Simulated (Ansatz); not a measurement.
# Tc of BaAs2Ru2 (I4/mmm) from its phonons, part 2 of 2

Wanted: λ, ω_log and Tc of BaAs2Ru2 (I4/mmm). The cell shown first is a relaxed one, from steps not shown here.

Ansatz 0.2.0; DFT PBEsol, scalar-relativistic, plane waves, PAW.

So far, coupling constant λ: step 2 (coupling and resistivity: q 3×3×3, k 9×9×9, scattering …) 0.214. Also highest frequency, solved or plainly interpolated (cm⁻¹): step 2 287.

### 3. Resistivity: q 4×4×4, k 12×12×12, scattering 20×20×20

The next rung changes the q mesh, which sets the reach of the force constants and couplings; the k mesh of the density and its response; the scattering mesh, which samples the Fermi surface.

The input, input.yaml:

```yaml
crystal:
  lattice:
    - [-2.0717555443, 2.0717555443, 6.0239711734]
    - [2.0717555443, -2.0717555443, 6.0239711734]
    - [2.0717555443, 2.0717555443, -6.0239711734]
  atoms:
    - { symbol: Ba, position: [0.0, 0.0, 0.0] }
    - { symbol: As, position: [0.6480431128, 0.6480431128, 0.0] }
    - { symbol: As, position: [0.3519568872, 0.3519568872, 0.0] }
    - { symbol: Ru, position: [0.75, 0.25, 0.5] }
    - { symbol: Ru, position: [0.25, 0.75, 0.5] }
kpoints:
  mp_grid: { grid: [12, 12, 12] }
hamiltonian:
  xc: pbesol
scf:
  occupations: { method: methfessel_paxton, width: 0.2 }
output:
  eigenvalues: true
phonons:
  method: dfpt
  qmesh: [4, 4, 4]
  temperatures: { t_max: 1000, t_step: 50 }
  qpath:
    path:
      - [0.0, 0.0, 0.0]
      - [0.0, 0.0, 0.5]
      - [0.25, 0.25, 0.25]
      - [0.0, 0.5, 0.0]
      - [0.0, 0.0, 0.0]
      - [0.5, 0.5, -0.5]
    npoints: 6
  electrical_resistivity:
    mesh: [20, 20, 20]
    temperatures: [20.0, 50.0, 80.0, 100.0, 150.0, 200.0, 273.0, 300.0, 400.0, 500.0, 600.0, 800.0]
  superconductivity: { mesh: [20, 20, 20] }
```

Launch:

```bash
> ansatz run input.yaml --threads 16 --pin off --max-ram 61440MiB --backend cuda --events-out ev --progress --plain --runs-dir out
```

Numbers of over 12 decimals in the logs are rounded to 6 here.

The log of the run:

```text
[...]
Crystal: 5 atoms, lattice volume = 103.424 Å³
Basis set: ecut = 420 eV, 2009 PW (Γ), exchange–correlation on 90×90×90 points (8 copies of the dense FFT grid, shifted against one another)
Bands: 44, of which v1, the nominal top of the filled ones, is band 36 counted from 1 (35 counted from 0)
Symmetry: 16 space group operations
k-points: 163 of 1728
[...]
SCF iter   1: F=—  HF=-27125.157198 eV  |F-HF|=—  |Δ(HF+E_count)|=         —  Δρ=4.87e-3  dr2=3.10e-2  ethr=1.77e-3  ⟨swp⟩=7.5  Hψ=29358  notcnv=0
[...]
SCF iter   2: F=—  HF=-27125.151097 eV  |F-HF|=—  |Δ(HF+E_count)|=   6.10e-3  S|Δr|=    0.00e0  Δρ=2.65e-3  dr2=1.24e-2  ethr=4.30e-5  ⟨swp⟩=2.7  Hψ=13858  notcnv=0  defer=1
[...]
SCF iter  11: F=-27125.147413 eV  HF=-27125.147413 eV  |F-HF|=0.00e0  |Δ(HF+E_count)|=    0.00e0  S|Δr|=    0.00e0  Δρ=6.18e-8  dr2=3.06e-12  ethr=1.00e-12  ⟨swp⟩=11.1  Hψ=43544  notcnv=0
SCF 1 converged in 11 iterations: F = -27125.147413 eV  dr2 = 3.06e-12
[...]
SCF iter   1: F=—  HF=-27125.147255 eV  |F-HF|=—  |Δ(HF+E_count)|=         —  Δρ=3.32e-6  dr2=6.61e-9  ethr=1.28e-6  ⟨swp⟩=3.0  Hψ=45927  notcnv=0
[...]
SCF 2 converged in 9 iterations: F = -27125.147413 eV  dr2 = 6.16e-12
[...]
SCF 3 converged in 11 iterations: F = -27125.147413 eV  dr2 = 3.06e-12
[...]
SCF converged after 11 iterations
[...]
vibrations of 64 cells: unjudged by the run; compare a larger repeat
[...]
--- Superconductivity: potentials and phonons of a 4×4×4 supercell ---
           mesh         λ    ħω_log (meV)  μ* declared at (meV)
       20×20×20    0.2088          13.796               18.277
       10×10×10    0.2101          13.856               18.304
          5×5×5    0.2330          14.195               18.315
  λ by the species' shares of the modes' patterns: Ba 0.0506, As 0.0754, Ru 0.0828
[...]
0.08      0.003         0.003    none_found    none_found    none_found    none_found     none_found
      0.10      0.000         0.000    none_found    none_found    none_found    none_found     none_found
      0.12      0.000         0.000    none_found    none_found    none_found    none_found     none_found
      0.13      0.000         0.000    none_found    none_found    none_found    none_found     none_found
      0.14      0.000         0.000    none_found    none_found    none_found    none_found     none_found
      0.16      0.000         0.000    none_found    none_found    none_found    none_found     none_found
      0.20          -             -    none_found    none_found    none_found    none_found     none_found
  none_found: no transition down to 0.1 K
[...]
vibrations of 64 cells: unjudged by the run; compare a larger repeat
[...]
```

The job ended after 4.8 min (1 × NVIDIA GB200 with 16 threads of Arm Neoverse V2, shared host; peak memory 18 GiB).

Numbers from this step:

- zero-point energy: 0.1579 eV/cell
- highest frequency, solved or plainly interpolated: 288 cm⁻¹
- mean sound speed: 2.543 km/s
- Debye temperature elastic: 276 K
- resistivity at 300 K: 26.33 μΩ cm, mean of the axes
- coupling constant λ: 0.2088
- density of states at the Fermi level: 0.8037 states/eV a spin and cell
- log mean phonon energy ħω_log: 13.8 meV
- transport coupling constant λ_tr: 0.234, 0.234, 0.1782 (xx, yy, zz)
- Drude plasma energy: 3.188, 3.188, 2.643 eV (xx, yy, zz)
- resistivity times mean free path: 24.52, 24.52, 30.86 × 10⁻¹⁶ Ω m² (xx, yy, zz)
- second-moment phonon energy ħω₂: 18.28 meV

An empty cell: under 1 mK by a formula, or no transition down to the floor of the Eliashberg search. Transition temperatures:

```
  μ*  McMillan Tc (K)  Allen–Dynes Tc (K)
0.08          0.00328              0.0033
 0.1                -                   -
0.12                -                   -
0.13                -                   -
0.14                -                   -
0.16                -                   -
 0.2                -                   -
```

The Eliashberg function α²F has structure finer than the step of the table below, so its rows give means over 1 meV, whole bins alone (the curve runs from 0.139 to 35.6 meV). Peaks (meV: height): α²F 9.9: 0.171, 10.7: 0.247, 16.6: 0.207, 18.0: 0.259, 32.5: 0.159, 33.9: 0.178, 34.7: 0.139; α²F tr 9.9: 0.181, 10.7: 0.268, 16.6: 0.217, 18.0: 0.265, 21.1: 0.164, 33.9: 0.195, 34.7: 0.164.

Eliashberg function α²F against phonon energy; means over each step:

```
phonon energy (meV)      α²F   α²F tr
                  1   1.0e-4   1.2e-5
                  2   1.0e-3   2.3e-4
                  3  0.00251  0.00132
                  4  0.00569  0.00531
                  5   0.0112   0.0131
                  6   0.0172   0.0204
                  7   0.0187   0.0215
                  8   0.0286   0.0334
                  9   0.0717   0.0749
                 10    0.157    0.165
                 11    0.156    0.173
                 12   0.0293   0.0329
                 13   0.0101   0.0146
                 14  0.00664  0.00903
                 15  0.00609  0.00645
                 16   0.0343   0.0333
                 17   0.0971   0.0944
                 18    0.165    0.140
                 19   0.0617   0.0399
                 20   0.0294   0.0333
                 21   0.0781    0.111
                 22   0.0696   0.0648
                 23   0.0319   0.0295
                 24   6.1e-4   5.5e-4
                 25        0        0
                 26        0        0
                 27  0.00799  0.00900
                 28   0.0265   0.0376
                 29   0.0519   0.0383
                 30   0.0436   0.0423
                 31   0.0473   0.0475
                 32   0.0992   0.0897
                 33    0.119    0.111
                 34    0.116    0.130
                 35   0.0719   0.0807
```

The Eliashberg function α²F has structure finer than the step of the table below, so its rows give means over 1 meV, whole bins alone (the curve runs from 0.139 to 35.6 meV). Peaks (meV: height): α²F 10.7: 0.247, 16.6: 0.207, 18.0: 0.259, 33.9: 0.178; Ba 9.9: 0.103, 11.0: 0.124; As 16.6: 0.126, 18.0: 0.145, 32.5: 0.0897, 33.9: 0.0745; Ru 10.7: 0.0908, 18.0: 0.107, 21.1: 0.0905, 33.9: 0.103.

The Eliashberg function α²F by phonon energy; means over each step:

```
phonon energy (meV)      α²F       Ba       As       Ru
                  1   1.0e-4   3.8e-5   3.8e-5   5.1e-5
                  2   1.0e-3   2.7e-4   2.8e-4   4.0e-4
                  3  0.00251   7.3e-4   7.8e-4  0.00101
                  4  0.00569  0.00167  0.00177  0.00228
                  5   0.0112  0.00329  0.00348  0.00449
                  6   0.0172  0.00507  0.00526  0.00685
                  7   0.0187  0.00588  0.00553  0.00726
                  8   0.0286  0.00909  0.00825   0.0113
                  9   0.0717   0.0285   0.0178   0.0254
                 10    0.157   0.0825   0.0283   0.0459
                 11    0.156   0.0821   0.0265   0.0470
                 12   0.0293   0.0162  0.00570  0.00739
                 13   0.0101  0.00268  0.00353  0.00390
                 14  0.00664   9.3e-4  0.00285  0.00287
                 15  0.00609   4.5e-4  0.00286  0.00275
                 16   0.0343   9.0e-4   0.0197   0.0138
                 17   0.0971  0.00143   0.0572   0.0384
                 18    0.165  0.00392   0.0926   0.0682
                 19   0.0617  0.00103   0.0351   0.0255
                 20   0.0294   1.1e-4   0.0137   0.0156
                 21   0.0781   1.6e-4   0.0127   0.0653
                 22   0.0696   1.0e-4   0.0115   0.0580
                 23   0.0319   3.7e-5  0.00741   0.0245
                 24   6.1e-4        0   2.0e-4   4.1e-4
                 25        0        0        0        0
                 26        0        0        0        0
                 27  0.00799        0  0.00778   1.9e-4
                 28   0.0265   3.3e-5   0.0252  0.00118
                 29   0.0519   1.6e-4   0.0498  0.00190
                 30   0.0436   1.5e-4   0.0409  0.00256
                 31   0.0473   1.0e-4   0.0306   0.0165
                 32   0.0992   1.0e-4   0.0577   0.0413
                 33    0.119   1.0e-4   0.0629   0.0560
                 34    0.116   1.0e-4   0.0505   0.0657
                 35   0.0719   3.6e-5   0.0298   0.0420
```

### 4. What came out

```yaml
meshes: q 4×4×4, k 12×12×12, scattering 20×20×20
coupling_constant_lambda: 0.209
log_mean_phonon_energy_omega_log: 13.8 meV
```

In the last run (PBEsol, q 4×4×4, k 12×12×12, scattering 20×20×20), with λ = 0.21 and ħω_log = 13.8 meV, Tc at μ* = 0.13 is under 1 mK by the formulas. In that run Allen and Dynes's formula gives no transition above 0.05 K at μ* = 0.10 or more. The run's transport test calls it not converged in the mesh; ρ(300 K) moves by 2 % in the component that moves most. Over the runs, λ takes the values 0.214 and 0.209, in the order shown. μ* is a typed number, phonons are harmonic, and spin fluctuations are left out; with λ this near or under μ*(1 + 0.62 λ), the formulas give Tc only to its order of magnitude, or none.

[Logs are printed without paths, hosts, clocks, repeated set-up lines and the standing remarks that a program may print on its own settings, such as how far it seeks lower states.]

[Hosts, paths, dates, database ids (printed as entryN), source tags and the programs' standing remarks are cut or masked in the printed files.]
